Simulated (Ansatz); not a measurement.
# 1T-HfO2 on HfC(111): work function and capacitance, part 3 of 6

Wanted: Δφ, ε and EOT of 1T-HfO2 on HfC(111).

Ansatz 0.2.0; plane-wave DFT, LDA, Ansatz PAW.

So far, work function, upper face (eV): step 2 (the bare metal) 4.83; step 3 (10 atoms, units 1) 4.20.

## (7) Relaxing in the field, 10 atoms, units 1, field 0.1 V/Å

This step: plane-wave DFT, LDA, Ansatz PAW (Ansatz 0.2.0).

Now the atoms may follow the field. A weak field makes forces of meV/Å to tens of meV/Å, so the force tolerance is set well below the usual one.

input.yaml

```yaml
crystal:
  lattice:
    - [3.24, 0.0, 0.0]
    - [-1.62, 2.8059223083, 0.0]
    - [0.0, 0.0, 31.7365149561]
  atoms:
    - { symbol: Hf, position: [0.6666666667, 0.3333333333, 0.2835850128] }
    - { symbol: C, position: [0.0, 0.0, 0.3262168944] }
    - { symbol: Hf, position: [0.3333333333, 0.6666666667, 0.3688487759] }
    - { symbol: C, position: [0.6666666667, 0.3333333333, 0.410260024] }
    - { symbol: Hf, position: [0.0, 0.0, 0.4496075115] }
    - { symbol: C, position: [0.3333333333, 0.6666666667, 0.4950424804] }
    - { symbol: Hf, position: [0.6666666667, 0.3333333333, 0.5310630685] }
    - { symbol: O, position: [0.6666666667, 0.3333333333, 0.597004511] }
    - { symbol: Hf, position: [0.0, 0.0, 0.6268028424] }
    - { symbol: O, position: [0.3333333333, 0.6666666667, 0.6554320935] }
kpoints:
  mp_grid: { grid: [12, 12, 1] }
hamiltonian:
  xc: lda
scf:
  occupations: { method: fermi_dirac, width: 0.1 }
  convergence: { dr2_threshold: 1.0e-10 }
efield:
  axis: 3
  dipole_correction: true
  ramp_position: 0.8931
  ramp_width: 0.1243
  amplitude: 0.1
relax:
  f_tol: 0.001
  max_steps: 60
  constraints: [{ sites: [0, 1, 2] }]
output:
  write_potential: true
  write_density: true
  volumetric_format: npy
```

The run is started by

```console
$ ansatz run input.yaml --threads 4 --pin off --max-ram 8192MiB --backend cpu --events-out ev --progress --plain --runs-dir out
```

Numbers of over 12 decimals in the logs are rounded to 6 here.

The log of the run:

```text
[...]
Crystal: 10 atoms, lattice volume = 288.523 Å³
Basis set: ecut = 420 eV, 5723 PW (Γ)
Bands: 93, of which v1, the nominal top of the filled ones, is band 77 counted from 1 (76 counted from 0)
Symmetry: 6 space group operations
[...]
k-points: 19 of 144 (time reversal used)
[...]
SCF iter   1: F=—  HF=-79247.111978 eV  |F-HF|=—  |Δ(HF+E_count)|=         —  Δρ=1.01e-1  dr2=1.06e2  ethr=3.10e-3  p=0.073 e·Å  D=4.58e-2 V/Å  ΔV_dip=-1.45 eV  dr2_dipole=2.29e0  V_vac-E_F(+/−)=8.31/7.06 eV  ⟨swp⟩=6.4  Hψ=6857  notcnv=0  defer=31
[...]
SCF iter  18: F=-79233.580100 eV  HF=-79233.580100 eV  |F-HF|=3.20e-10  |Δ(HF+E_count)|=  2.91e-10  Δρ=5.11e-8  dr2=1.74e-11  ethr=1.00e-12  p=0.097 e·Å  D=6.07e-2 V/Å  ΔV_dip=-1.93 eV  dr2_dipole=1.79e-12  V_vac-E_F(+/−)=4.83/4.05 eV  ⟨swp⟩=9.8  Hψ=12990  notcnv=0
SCF 1 converged in 18 iterations: F = -79233.580100 eV  dr2 = 1.74e-11
[...]
relax step   1: F+E_penalty+E_count = -79233.58010035 eV  Δ(F+E_penalty+E_count) = +0.000e0 eV  max|allowed force component| = 5.514e-2 eV/Å  Δτ_max = 0.0000 Å  (18 SCF iters, accepted)
[...]
SCF iter   8: F=-79233.580167 eV  HF=-79233.580167 eV  |F-HF|=2.91e-11  |Δ(HF+E_count)|=  3.35e-10  Δρ=1.20e-7  dr2=3.51e-11  ethr=1.00e-12  p=0.098 e·Å  D=6.17e-2 V/Å  ΔV_dip=-1.96 eV  dr2_dipole=1.17e-13  V_vac-E_F(+/−)=4.80/4.05 eV  ⟨swp⟩=10.5  Hψ=13561  notcnv=0
SCF 2 converged in 8 iterations: F = -79233.580167 eV  dr2 = 3.51e-11
relax step   2: F+E_penalty+E_count = -79233.58016720 eV  Δ(F+E_penalty+E_count) = -6.684e-5 eV  max|allowed force component| = 7.159e-3 eV/Å  Δτ_max = 0.0017 Å  (8 SCF iters, accepted)
SCF iter   1: F=—  HF=-79233.580179 eV  |F-HF|=—  |Δ(HF+E_count)|=         —  Δρ=3.04e-5  dr2=9.95e-6  ethr=1.17e-6  p=0.098 e·Å  D=6.17e-2 V/Å  ΔV_dip=-1.96 eV  dr2_dipole=1.77e-6  V_vac-E_F(+/−)=4.80/4.05 eV  ⟨swp⟩=1.5  Hψ=2211  notcnv=0  defer=67
[...]
SCF iter   7: F=-79233.580169 eV  HF=-79233.580169 eV  |F-HF|=6.11e-10  |Δ(HF+E_count)|=  1.02e-10  Δρ=1.28e-7  dr2=8.36e-11  ethr=1.00e-12  p=0.098 e·Å  D=6.16e-2 V/Å  ΔV_dip=-1.96 eV  dr2_dipole=1.10e-12  V_vac-E_F(+/−)=4.80/4.05 eV  ⟨swp⟩=8.5  Hψ=12872  notcnv=0
SCF 3 converged in 7 iterations: F = -79233.580169 eV  dr2 = 8.36e-11
relax step   3: F+E_penalty+E_count = -79233.58016905 eV  Δ(F+E_penalty+E_count) = -1.850e-6 eV  max|allowed force component| = 3.671e-3 eV/Å  Δτ_max = 0.0005 Å  (7 SCF iters, accepted)
SCF iter   1: F=—  HF=-79233.580182 eV  |F-HF|=—  |Δ(HF+E_count)|=         —  Δρ=1.84e-5  dr2=8.44e-6  ethr=1.79e-8  p=0.098 e·Å  D=6.16e-2 V/Å  ΔV_dip=-1.96 eV  dr2_dipole=3.28e-6  V_vac-E_F(+/−)=4.80/4.05 eV  ⟨swp⟩=2.0  Hψ=2620  notcnv=0  defer=67
[...]
SCF iter   6: F=-79233.580170 eV  HF=-79233.580170 eV  |F-HF|=6.55e-10  |Δ(HF+E_count)|=  8.73e-11  Δρ=9.80e-8  dr2=2.76e-11  ethr=1.00e-12  p=0.098 e·Å  D=6.16e-2 V/Å  ΔV_dip=-1.96 eV  dr2_dipole=8.06e-13  V_vac-E_F(+/−)=4.80/4.05 eV  ⟨swp⟩=9.8  Hψ=12999  notcnv=0
SCF 4 converged in 6 iterations: F = -79233.580170 eV  dr2 = 2.76e-11
relax step   4: F+E_penalty+E_count = -79233.58016979 eV  Δ(F+E_penalty+E_count) = -7.460e-7 eV  max|allowed force component| = 2.972e-4 eV/Å  Δτ_max = 0.0003 Å  (6 SCF iters, accepted)
[...]
SCF converged after 6 iterations
Free energy (F): -79233.580170 eV
[...]
Internal energy: -79233.432645 eV  (E = F + TS)
E sigma→0 (E₀):  -79233.506407 eV
Entropy (-TS):   -0.147525 eV (-14.752 meV/atom)
Fermi energy:    6.468627 eV
Dipole field:    D = 0.061619 V/Å  (p = 0.098250 e·Å, saw-weighted, corrected)
Work function:   not extracted (applied field tilts the vacuum); planar V_es + V_field profile in the machine report
[...]
--- Forces (eV/Å), atoms counted from 1 ---
  atom   1  Hf     0.00000000     0.00000000     2.33146533
  atom   2  C     -0.00000000    -0.00000000    -1.64335934
  atom   3  Hf    -0.00000000     0.00000000    -0.68855201
  atom   4  C     -0.00000000     0.00000000     0.00002991
  atom   5  Hf     0.00000000    -0.00000000    -0.00013542
  atom   6  C     -0.00000000     0.00000000     0.00029719
  atom   7  Hf     0.00000000    -0.00000000    -0.00003966
  atom   8  O      0.00000000    -0.00000000     0.00004350
  atom   9  Hf    -0.00000000     0.00000000    -0.00010032
  atom  10  O     -0.00000000     0.00000000    -0.00009979
  max |Σ_I F_I| component: 4.51e-4 eV/Å
--- Band table (eV; the first three rows and the last of 19) ---
  k-point 0: bands = [... 73 lower, 5.4588, 5.4588, 5.7968, 6.7319, 7.5472, 7.5472, 7.6020, 7.6467, ... 12 higher]
  k-point 1: bands = [... 73 lower, 4.9456, 5.3801, 5.8570, 6.7722, 7.0824, 7.5990, 7.6956, 7.7381, ... 12 higher]
  k-point 2: bands = [... 73 lower, 4.3921, 5.1925, 5.7724, 6.3304, 6.6838, 7.3968, 7.6232, 8.1097, ... 12 higher]
  k-point 18: bands = [... 73 lower, 3.6743, 3.9185, 5.9564, 6.4850, 6.8741, 7.3704, 8.2031, 8.5651, ... 12 higher]
--- Relaxed structure (4 steps of the walk, 4 accepted, 0 SCFs on fresh bases) ---
  F+E_penalty+E_count = -79233.58016979 eV   max|allowed force component| = 2.972e-4 eV/Å
  atoms:
    - { symbol: Hf, position: [0.666667, 0.333333, 0.2835850128] }
    - { symbol: C, position: [-1.3877787807814457e-17, -2.220446049258391e-17, 0.326217] }
    - { symbol: Hf, position: [0.333333, 0.666667, 0.3688487759] }
    - { symbol: C, position: [0.666667, 0.333333, 0.410251] }
[...]
- { symbol: C, position: [0.333333, 0.666667, 0.495032] }
    - { symbol: Hf, position: [0.666667, 0.333333, 0.531059] }
    - { symbol: O, position: [0.666667, 0.333333, 0.596993] }
[...]
- { symbol: O, position: [0.333333, 0.666667, 0.655391] }
```

Elapsed: 2.5 min, on 4 threads of AMD EPYC (Zen 3), shared host; peak memory 1 GiB; 9.2 min of CPU time.

Hardly anything moved in the relaxation; the energy changed by under 0.2 meV an atom.

Numbers from this step:

- energy at zero smearing: -79233.5064 eV
- dipole along the normal: 0.09825 e·Å

The relaxation took 4 steps and lowered the energy by 6.9e-5 eV; the largest force on the free atoms ends at 3.0e-4 eV/Å.

The dipole is 0.0982 e·Å.

## (8) Field on, atoms free, 10 atoms, units 1, field -0.1 V/Å

The opposite sign, again from the field-free geometry; the difference of the two cancels what relaxes without a field.

Edit input.yaml of step 7 so:

```diff
@@ -28,3 +28,3 @@
   ramp_width: 0.1243
-  amplitude: 0.1
+  amplitude: -0.1
 relax:
```

The log of the run:

```text
[...]
Crystal: 10 atoms, lattice volume = 288.523 Å³
Basis set: ecut = 420 eV, 5723 PW (Γ)
Bands: 93, of which v1, the nominal top of the filled ones, is band 77 counted from 1 (76 counted from 0)
Symmetry: 6 space group operations
[...]
k-points: 19 of 144 (time reversal used)
[...]
SCF iter   1: F=—  HF=-79247.146237 eV  |F-HF|=—  |Δ(HF+E_count)|=         —  Δρ=1.01e-1  dr2=1.07e2  ethr=3.10e-3  p=-0.073 e·Å  D=-4.59e-2 V/Å  ΔV_dip=1.46 eV  dr2_dipole=2.16e0  V_vac-E_F(+/−)=7.07/8.34 eV  ⟨swp⟩=6.4  Hψ=6862  notcnv=0  defer=31
[...]
SCF iter  18: F=-79233.575352 eV  HF=-79233.575352 eV  |F-HF|=4.37e-11  |Δ(HF+E_count)|=  3.20e-10  Δρ=1.16e-7  dr2=5.84e-11  ethr=1.00e-12  p=-0.049 e·Å  D=-3.09e-2 V/Å  ΔV_dip=0.98 eV  dr2_dipole=7.16e-13  V_vac-E_F(+/−)=3.50/5.25 eV  ⟨swp⟩=9.7  Hψ=12553  notcnv=0
SCF 1 converged in 18 iterations: F = -79233.575352 eV  dr2 = 5.84e-11
[...]
relax step   1: F+E_penalty+E_count = -79233.57535199 eV  Δ(F+E_penalty+E_count) = +0.000e0 eV  max|allowed force component| = 5.687e-2 eV/Å  Δτ_max = 0.0000 Å  (18 SCF iters, accepted)
[...]
SCF iter   8: F=-79233.575424 eV  HF=-79233.575424 eV  |F-HF|=2.33e-10  |Δ(HF+E_count)|=  4.07e-10  Δρ=1.28e-7  dr2=3.88e-11  ethr=1.00e-12  p=-0.051 e·Å  D=-3.19e-2 V/Å  ΔV_dip=1.01 eV  dr2_dipole=8.58e-13  V_vac-E_F(+/−)=3.53/5.25 eV  ⟨swp⟩=8.2  Hψ=13573  notcnv=0
SCF 2 converged in 8 iterations: F = -79233.575424 eV  dr2 = 3.88e-11
relax step   2: F+E_penalty+E_count = -79233.57542390 eV  Δ(F+E_penalty+E_count) = -7.191e-5 eV  max|allowed force component| = 7.991e-3 eV/Å  Δτ_max = 0.0020 Å  (8 SCF iters, accepted)
SCF iter   1: F=—  HF=-79233.575453 eV  |F-HF|=—  |Δ(HF+E_count)|=         —  Δρ=3.06e-5  dr2=5.22e-6  ethr=1.02e-6  p=-0.051 e·Å  D=-3.19e-2 V/Å  ΔV_dip=1.01 eV  dr2_dipole=3.39e-7  V_vac-E_F(+/−)=3.53/5.25 eV  ⟨swp⟩=1.5  Hψ=2238  notcnv=0  defer=66
[...]
SCF iter   7: F=-79233.575426 eV  HF=-79233.575426 eV  |F-HF|=1.46e-11  |Δ(HF+E_count)|=  1.75e-10  Δρ=8.82e-8  dr2=3.22e-11  ethr=1.00e-12  p=-0.051 e·Å  D=-3.18e-2 V/Å  ΔV_dip=1.01 eV  dr2_dipole=8.09e-13  V_vac-E_F(+/−)=3.53/5.25 eV  ⟨swp⟩=9.1  Hψ=12124  notcnv=0
SCF 3 converged in 7 iterations: F = -79233.575426 eV  dr2 = 3.22e-11
relax step   3: F+E_penalty+E_count = -79233.57542613 eV  Δ(F+E_penalty+E_count) = -2.229e-6 eV  max|allowed force component| = 3.456e-3 eV/Å  Δτ_max = 0.0006 Å  (7 SCF iters, accepted)
SCF iter   1: F=—  HF=-79233.575454 eV  |F-HF|=—  |Δ(HF+E_count)|=         —  Δρ=2.09e-5  dr2=6.22e-6  ethr=1.28e-8  p=-0.051 e·Å  D=-3.18e-2 V/Å  ΔV_dip=1.01 eV  dr2_dipole=2.41e-6  V_vac-E_F(+/−)=3.53/5.25 eV  ⟨swp⟩=2.1  Hψ=3295  notcnv=0  defer=66
[...]
SCF iter   6: F=-79233.575427 eV  HF=-79233.575427 eV  |F-HF|=1.16e-10  |Δ(HF+E_count)|=  5.82e-11  Δρ=1.08e-7  dr2=8.25e-11  ethr=1.00e-12  p=-0.051 e·Å  D=-3.18e-2 V/Å  ΔV_dip=1.01 eV  dr2_dipole=2.17e-11  V_vac-E_F(+/−)=3.53/5.25 eV  ⟨swp⟩=9.8  Hψ=13054  notcnv=0
SCF 4 converged in 6 iterations: F = -79233.575427 eV  dr2 = 8.25e-11
relax step   4: F+E_penalty+E_count = -79233.57542657 eV  Δ(F+E_penalty+E_count) = -4.408e-7 eV  max|allowed force component| = 4.747e-4 eV/Å  Δτ_max = 0.0004 Å  (6 SCF iters, accepted)
[...]
SCF converged after 6 iterations
Free energy (F): -79233.575427 eV
[...]
Internal energy: -79233.428569 eV  (E = F + TS)
E sigma→0 (E₀):  -79233.501998 eV
Entropy (-TS):   -0.146857 eV (-14.686 meV/atom)
Fermi energy:    6.496074 eV
Dipole field:    D = -0.031814 V/Å  (p = -0.050727 e·Å, saw-weighted, corrected)
Work function:   not extracted (applied field tilts the vacuum); planar V_es + V_field profile in the machine report
[...]
--- Forces (eV/Å), atoms counted from 1 ---
  atom   1  Hf     0.00000000     0.00000000     2.32069486
  atom   2  C     -0.00000000    -0.00000000    -1.63210504
  atom   3  Hf    -0.00000000     0.00000000    -0.68879587
  atom   4  C     -0.00000000     0.00000000    -0.00007249
  atom   5  Hf     0.00000000    -0.00000000    -0.00018602
  atom   6  C     -0.00000000     0.00000000     0.00026442
  atom   7  Hf     0.00000000    -0.00000000    -0.00047468
  atom   8  O      0.00000000    -0.00000000     0.00023495
  atom   9  Hf    -0.00000000     0.00000000    -0.00045122
  atom  10  O     -0.00000000     0.00000000     0.00043401
  max |Σ_I F_I| component: 4.57e-4 eV/Å
--- Band table (eV; the first three rows and the last of 19) ---
  k-point 0: bands = [... 73 lower, 5.4868, 5.4868, 5.8541, 6.7657, 7.5753, 7.5753, 7.6233, 7.6727, ... 12 higher]
  k-point 1: bands = [... 73 lower, 4.9747, 5.4082, 5.9103, 6.8056, 7.1120, 7.6236, 7.7231, 7.7662, ... 12 higher]
  k-point 2: bands = [... 73 lower, 4.4203, 5.2208, 5.8165, 6.3625, 6.7140, 7.4294, 7.6483, 8.1353, ... 12 higher]
  k-point 18: bands = [... 73 lower, 3.7019, 3.9475, 5.9776, 6.5128, 6.9026, 7.3977, 8.2343, 8.6079, ... 12 higher]
--- Relaxed structure (4 steps of the walk, 4 accepted, 0 SCFs on fresh bases) ---
  F+E_penalty+E_count = -79233.57542657 eV   max|allowed force component| = 4.747e-4 eV/Å
  atoms:
    - { symbol: Hf, position: [0.666667, 0.333333, 0.2835850128] }
    - { symbol: C, position: [-1.3877787807814457e-17, -2.220446049258391e-17, 0.326217] }
    - { symbol: Hf, position: [0.333333, 0.666667, 0.3688487759] }
    - { symbol: C, position: [0.666667, 0.333333, 0.410266] }
[...]
- { symbol: C, position: [0.333333, 0.666667, 0.495049] }
    - { symbol: Hf, position: [0.666667, 0.333333, 0.531070] }
    - { symbol: O, position: [0.666667, 0.333333, 0.597023] }
[...]
- { symbol: O, position: [0.333333, 0.666667, 0.655482] }
```

It took 2.8 min on 4 threads; peak memory 1.1 GiB; 9.1 min of CPU time.

No atom moved by 0.005 Å in the relaxation.

This step gave:

| Item | Value |
| --- | --- |
| energy at zero smearing | -79233.5020 eV |
| dipole along the normal | -0.05073 e·Å |

The relaxation took 4 steps and lowered the energy by 7.5e-5 eV; the largest force on the free atoms ends at 4.7e-4 eV/Å.

The dipole is -0.0507 e·Å.

## (9) Response with the atoms relaxed, 10 atoms, units 1

This step: plane-wave DFT, LDA, Ansatz PAW; a film on a metal in a field, atoms relaxed (Ansatz 0.2.0).

The two relaxed runs give the static response.

This step gave:

```
equivalent conductor thickness p/(ε₀AE) : 14.83 Å
vacuum-equivalent thickness             : -0.7820 Å
film thickness                          : 3.948 Å
```

Local field over the applied field, running mean. From the potentials at -0.1 and 0.1 V/Å; running mean over 2.706 and then 5.419 Å. The local field over applied field by z:

z (Å), local field over applied field and a bar from the least value:
```
        5      0.815 ###########################
        6      0.647 #####################
        7      0.460 ###############
        8      0.282 #########
        9      0.127 ####
       10      0.030 #
       11     -0.004 
       12     -0.004 
       13     -0.003 
       14     -0.002 
       15      0.004 
       16      0.016 #
       17      0.000 
       18      0.009 
       19      0.079 ###
       20      0.221 #######
       21      0.378 #############
       22      0.573 ###################
       23      0.756 #########################
       24      0.911 ##############################
       25      0.895 #############################
```

From the metal's top layer to the film's top atom it is 3.9 Å, gap included. Seen from far outside, the potential is that of a bare conductor whose surface lies 0.78 Å over the top atom: the vacuum-equivalent thickness, -0.78 Å.

(Part 3 of 6 ends here.)

[Logs are printed without paths, hosts, clocks, repeated set-up lines and the standing remarks that a program may print on its own settings, such as how far it seeks lower states.]

[Hosts, paths, dates, database ids (printed as entryN), source tags and the programs' standing remarks are cut or masked in the printed files.]

[Maps of the electrostatic potential energy from Ansatz leave out the sawtooth potential of an applied field or a dipole correction, so their vacuum need not be flat; planar profiles and work functions include it.]
